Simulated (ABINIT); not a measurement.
An input for ABINIT 10.8.3 (SrTiO3 (Tausonite)):

```
acell 3*1.0 Angstrom
rprim 
  3.827174400000 0.000000000000 0.000000000000
  0.000000000000 3.827174400000 0.000000000000
  0.000000000000 0.000000000000 3.827174400000
ntypat 3
znucl 38 22 8
natom 5
typat 1 2 3 3 3
xred 
  0.500000000000 0.500000000000 0.500000000000
  0.000000000000 0.000000000000 0.000000000000
  0.500000000000 0.000000000000 0.000000000000
  0.000000000000 0.500000000000 0.000000000000
  0.000000000000 0.000000000000 0.500000000000
pp_dirpath "pseudos"
pseudos "Sr.upf, Ti.upf, O.upf"
ecut 38
ngkpt 4 4 4
nshiftk 1
shiftk 0 0 0
kptopt 1
chksymbreak 0
irdden 1
istwfk *1
nband 205
prtvol 0
optdriver 6
gwr_task "HDIAGO"
paral_kgb 0
occopt 1
indata_prefix "in"
outdata_prefix "out"
tmpdata_prefix "tmp"
```

```sh
OMP_NUM_THREADS=1 mpirun -n 4 abinit run.abi > log
```

How long will it take on 4 MPI ranks of Arm Neoverse V1, shared host, and how much memory?

It took 2.8 min; on shared hardware allow 85 s to 5.7 min. Peak host memory was 4.1 GiB.

[Paths, hosts, dates, memory and timing lines, banners, echoed tables and standing remarks are left out of the program output.]

[Logs are printed without paths, hosts, clocks, repeated set-up lines and the standing remarks that a program may print on its own settings, such as how far it seeks lower states.]

[Runs of the session that timed out or met a known fault of the program may be left out.]

[Hosts, paths, dates, database ids (printed as entryN), source tags and the programs' standing remarks are cut or masked in the printed files.]

[G0W0 gaps are taken among the corrected bands and points alone; a level outside them can change the order at an edge.]

[Where Ansatz stands beside ABINIT at settings called matched, ABINIT's density can come from a denser mesh and the files from another edition; pairs whose starting gaps differed by over 0.03 eV were left out, so agreement reads better than it is.]
